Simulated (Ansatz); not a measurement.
The compound is Rb2RhCl4 (started from the K2NiF4 type) (I4/mmm).

The structure was built from a prototype and need not be the compound's stable phase.

Symmetry: I4/mmm, No. 139, tetragonal system. Conventional cell: a = 4.878 Å, b = 4.878 Å, c = 15.645 Å, α = 90.00°, β = 90.00°, γ = 90.00°. Nearest to Rb lie 9 Cl at 3.27 to 3.45 Å. Nearest to Rh lie 6 Cl at 2.36 to 2.44 Å. Nearest to Cl lie 2 Rh at 2.44 Å and 4 Rb at 3.27 Å. Cl has 1 Rh at 2.36 Å and 5 Rb at 3.28 to 3.45 Å nearest. Farther neighbours and most contacts between anions are not listed.

```xyz
7
Lattice="7.8223 2.4389 -2.4389 7.8223 -2.4389 2.4389 -7.8223 -2.4389 -2.4389" Properties=species:S:1:pos:R:3 pbc="T T T"
Rb    5.6400    0.0000    0.0000
Rb   10.0045    0.0000    0.0000
Rh    0.0000    0.0000    0.0000
Cl    0.0000   -2.4389    0.0000
Cl    0.0000    0.0000   -2.4389
Cl    2.3603    0.0000    0.0000
Cl   13.2842    0.0000    0.0000
```

The structure was relaxed with PBEsol. The structure type comes from a generator and need not be one that this composition takes. The structure was generated from a model, not taken from a measurement. The runs that relaxed it are not among those shown. The program's search for lower electronic states was switched off, so nothing shows that the state found is the lowest. PAW set soft_2, made with PBE.

A constrained-RPA run (Ansatz 0.2.0; non-magnetic PBEsol; Rh d, bands v4 to c1, 4×4×4 mesh, medium accuracy) builds 5 functions on bands 4.6 eV wide, with 7.0 electrons in the window. The bare on-site interaction is 11.9 eV and the bare J 0.39 eV.

**Question.** Estimate U, U′ and J.

On the Rh d shell, U = 3.64 eV (31 % of the bare value), U′ = 3.01 eV, J = 0.29 eV.

The parent state is non-magnetic and the interaction static (zero frequency); U depends on the window and the orbitals, so it belongs to this model alone.

[Paths, hosts, dates, memory and timing lines, banners, echoed tables and standing remarks are left out of the program output.]

[Logs are printed without paths, hosts, clocks, repeated set-up lines and the standing remarks that a program may print on its own settings, such as how far it seeks lower states.]

[Runs of the session that timed out or met a known fault of the program may be left out.]

[Hosts, paths, dates, database ids (printed as entryN), source tags and the programs' standing remarks are cut or masked in the printed files.]
